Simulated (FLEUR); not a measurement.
```xyz
2
Lattice="2.507 0.000 0.000 -1.254 2.171 0.000 0.000 0.000 4.070" Properties=species:S:1:pos:R:3 pbc="T T T" subject="Magnetic state of Cobalt from several starts" method="PBE; all-electron FLAPW, Dirac cores, scalar-relativistic bands (and 1 further level or step)" program="FLEUR MaX-R8.1" settings_of_one_run="kmax 3.6 1/bohr, gmax 10.8 1/bohr, muffin tin radii Co: 2.3 bohr, lmax Co: [8, 6], hist occupations, smearing width 0.05 eV, mixer Anderson, mixing 0.05, max iterations 90, stop 2.00e-5 me/bohr³, collinear spin, 18×18×10 k-mesh, mesh matched on, starting moments 2 2 μB" cost="4 runs, 3.2 min in all on 4 MPI ranks of Arm Neoverse V1, shared host (the runs of this entry)" notes="The run is spin-polarised, with a total moment of 3.21 μB a cell. Only 3 starts were tried; other patterns of signs, canted and longer-period orders were not." lowest_state_found="ferromagnetic (initial ferro ++)" largest_site_spin_moment="1.67 μB" next_finished_state="antiferromagnetic, 232 meV a seeded atom higher" energy_gained_by_spin_polarisation="245 meV a seeded atom" hyperfine_field_at_co1_along_its_moment="-20.5 T" orbital_moment_on_the_atom_of_largest_spin_along_its_spin_spin_orbit_run="0.0790 μB"
Co    0.000    1.448    1.017
Co    1.254    0.724    3.052
```

[Logs and program files are shortened in this print: banners, set-up blocks, solver, clock and traceback lines can be left out without a mark of their own.]

[Logs are printed without paths, hosts, clocks, repeated set-up lines and the standing remarks that a program may print on its own settings, such as how far it seeks lower states.]

[Hosts, paths, dates, database ids (printed as entryN), source tags and the programs' standing remarks are cut or masked in the printed files.]

[Where a cell is said to come from a database of computed structures, the database is the Materials Project.]
